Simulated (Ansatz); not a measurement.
# Phonons of SiC (P6_3mc) against volume, part 4 of 4

Wanted: Grüneisen parameters and pressure coefficients of the modes of SiC (P6_3mc).

Ansatz 0.2.0; DFT PBE, scalar-relativistic, plane waves, PAW; PAW set soft_1.

So far, highest optical mode at the zone centre (no LO-TO term) (cm⁻¹): step 4 (zone-centre response at rest) 896; step 6 (volume ratio 1.06) 840; step 8 (volume ratio 0.9) 1003.

### 9. All members side by side

The members are set side by side, also those not shown above.

Each row is one cell with its response, relaxed at fixed volume as far as symmetry leaves anything free; energies are extrapolated to zero smearing, and E0 is that at rest; the axis is the Cartesian z axis of the cell; shape and atoms are relaxed in each cell where symmetry leaves them free. State of the crystal along the series:

```
volume ratio  V (Å³/atom)  pressure (GPa)  E - E0 (meV/atom)  first cell vector (Å)  third cell vector (Å)  gap on mesh (eV)  ε∞ along the axis  ε∞ across the axis, mean  ε0 along the axis  ε0 across the axis, mean  largest Born charge in size, a third of the trace (e)  top mode with the field, highest of q along x, y and z (cm⁻¹)
         0.9        9.448           27.61              83.03                  2.988                  9.776             2.368              7.102                     6.786              10.55                     9.865                                                  2.848                                                           1055
        0.92        9.658           20.94              51.29                   3.01                  9.848             2.363              7.138                     6.827              10.64                     9.957                                                   2.83                                                           1031
        0.94        9.868           14.91              27.86                  3.031                   9.92             2.357              7.179                     6.872              10.73                     10.05                                                  2.813                                                           1008
        0.96        10.08            9.44              11.97                  3.053                  9.991             2.351              7.223                      6.92              10.83                     10.15                                                  2.796                                                          985.1
        0.98        10.29           4.487              2.893                  3.074                  10.06             2.343              7.269                      6.97              10.93                     10.24                                                  2.779                                                          963.6
        0.99        10.39           2.188             0.7107                  3.084                   10.1             2.338              7.294                     6.996              10.97                     10.29                                                  2.771                                                          953.1
           1         10.5         2.45e-5                  0                  3.094                  10.13             2.334               7.32                     7.023              11.03                     10.34                                                  2.762                                                          942.8
        1.02        10.71          -4.065              2.713                  3.115                   10.2             2.323              7.374                     7.079              11.13                     10.44                                                  2.745                                                          922.7
        1.04        10.92          -7.747              10.48                  3.135                  10.26             2.311              7.431                     7.139              11.23                     10.55                                                  2.728                                                          903.3
        1.06        11.13          -11.08              22.86                  3.155                  10.33             2.298              7.492                     7.201              11.34                     10.65                                                  2.711                                                          884.6
```

Without the LO-TO term; each mode is tracked from rest by its pattern, and modes that stay within 0.3 cm⁻¹ of each other stand once; the 10 lowest of 14 levels; shape and atoms are relaxed in each cell where symmetry leaves them free. Optical modes along the series:

```
V (Å³/atom)  mode 4 E2 (cm⁻¹)  mode 6 E2 (cm⁻¹)  mode 8 E1 (cm⁻¹)  mode 10 B1 (cm⁻¹)  mode 11 B1 (cm⁻¹)  mode 12 A1 (cm⁻¹)  mode 13 E1 (cm⁻¹)  mode 15 E2 (cm⁻¹)  mode 17 A1 (cm⁻¹)  mode 18 E2 (cm⁻¹)
      9.448             188.3             198.3             251.7              433.1              442.4              648.4              857.3              860.5              858.4              868.6
      9.658             189.2             198.6             253.4              424.3              433.3              637.4              833.6                838              837.5                846
      9.868             189.8             198.7             254.8              415.7              424.3              626.4              810.8              816.4              817.5              824.4
      10.08             190.2             198.6               256              407.2              415.4              615.2              788.9              795.6              798.2              803.7
      10.29             190.4             198.3             256.9              398.7              406.6                604              767.9              775.7              779.8              783.9
      10.39             190.5             198.1             257.2              394.5              402.3              598.3              757.7              766.1              770.9              774.2
       10.5             190.5             197.9             257.5              390.3                398              592.6              747.7              756.6              762.1              764.8
      10.71             190.3             197.4             257.9                382              389.4              581.2              728.2              738.3              745.1              746.5
      10.92             190.1             196.7             258.2              373.8              380.9              569.6              709.5              720.7              728.8                729
      11.13             189.7             195.9             258.2              365.6              372.5              557.8              691.5              703.8              713.1              712.2
```

From cubic fits (parabolas where under five rows exist) of ln ω and P against ln V through the rows within about 4 % of rest: γ = −d ln ω / d ln V and dω/dP = γ ω / B. Slopes at rest:

```
      mode  fitted frequency at rest (cm⁻¹)  Grüneisen parameter γ  dω/dP (cm⁻¹/GPa)
 mode 4 E2                            190.5                   0.01              0.01
 mode 6 E2                            197.9                   0.12              0.11
 mode 8 E1                            257.5                   -0.1             -0.13
mode 10 B1                            390.3                   1.07              1.95
mode 11 B1                              398                   1.08              2.02
mode 12 A1                            592.7                   0.96              2.67
mode 13 E1                            747.7                   1.32              4.64
mode 15 E2                            756.6                   1.24              4.38
mode 17 A1                            762.1                   1.14              4.06
mode 18 E2                            764.8                   1.22              4.37
mode 20 E1                            776.9                   1.13              4.12
mode 22 A1                            814.3                   1.15               4.4
mode 23 B1                              887                   1.09              4.55
```

### 10. Outcome

```
members                                                          : 10
highest optical mode at the zone centre (no LO-TO term), at rest : 895.5 cm⁻¹
bulk modulus at rest                                             : 213 GPa
mode 18 E2, γ                                                    : 1.22
mode 20 E1, γ                                                    : 1.13
mode 22 A1, γ                                                    : 1.15
mode 23 B1, γ                                                    : 1.09
```

**Reading.** The series spans -11.1 to 27.6 GPa, and the slope at rest gives a bulk modulus of 213 GPa. Among the modes in the table of slopes γ runs from -0.10 (mode 8 E1) to 1.32 (mode 13 E1). A negative γ means that the mode softens under pressure. ε∞ along z is 7.32 at rest, with d ln ε∞ / d ln V = 0.36. One k mesh and one cutoff serve the ground states and modes of all volumes; the field response picks its own mesh. These are harmonic frequencies at zero temperature: anharmonic shifts, linewidths and thermal expansion are left out. Only the zone centre was solved, so an instability at another wavevector cannot show here.

[Logs are printed without paths, hosts, clocks, repeated set-up lines and the standing remarks that a program may print on its own settings, such as how far it seeks lower states.]

[Hosts, paths, dates, database ids (printed as entryN), source tags and the programs' standing remarks are cut or masked in the printed files.]
